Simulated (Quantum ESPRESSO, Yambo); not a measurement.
A convergence test on Si3N4 (Fd-3m).

Symmetry: Fd-3m, No. 227, cubic system. Conventional cell: a = 7.787 Å, b = 7.787 Å, c = 7.787 Å, α = 90.00°, β = 90.00°, γ = 90.00°. Si has 6 N at 1.89 Å nearest. Nearest to Si lie 4 N at 1.79 Å. N has 4 Si at 1.79 to 1.89 Å nearest. Farther neighbours and most contacts between anions are not listed.

```
Si N
1.0
     0.00000    3.89372    3.89372
     3.89372    0.00000    3.89372
     3.89372    3.89372    0.00000
Si N
6 8
Direct
  0.12500 0.12500 0.62500
  0.12500 0.62500 0.12500
  0.62500 0.12500 0.12500
  0.12500 0.12500 0.12500
  0.75000 0.75000 0.75000
  0.50000 0.50000 0.50000
  0.36756 0.36756 0.36756
  0.35269 0.88244 0.88244
  0.88244 0.88244 0.35269
  0.88244 0.35269 0.88244
  0.36756 0.36756 0.89731
  0.36756 0.89731 0.36756
  0.88244 0.88244 0.88244
  0.89731 0.36756 0.36756
```

The cell and positions are those that the Materials Project relaxed with its own functionals (PBE, PBE+U or r2SCAN), kept fixed. This is not the form that Si3N4 usually takes at ambient conditions.

Program: Yambo 5.3.0; PBE start, 4×4×4 mesh, Godby-Needs plasmon pole.

```csv
bands,screening cutoff (eV),gap on the mesh (eV)
121,95.2,4.324
384,95.2,4.353
121,163.3,4.357
```

If the two steps added up, what gap would 384 bands at 163.3 eV give? Do they add up?

From the first row, the second adds +0.029 eV and the third +0.033 eV, so the sum predicts 4.324 +0.029 +0.033 = 4.386 eV. The run gave 4.458 eV, +0.072 eV from that. They don't add up: at the higher cutoff the same bands are worth +0.101 eV. High empty states act through short-wavelength screening, so a band sum at a low cutoff levels off early.

Limits: not at the basis limit.

[Paths, hosts, dates, memory and timing lines, banners, echoed tables and standing remarks are left out of the program output.]

[Logs are printed without paths, hosts, clocks, repeated set-up lines and the standing remarks that a program may print on its own settings, such as how far it seeks lower states.]

[Runs of the session that timed out or met a known fault of the program may be left out.]

[Hosts, paths, dates, database ids (printed as entryN), source tags and the programs' standing remarks are cut or masked in the printed files.]
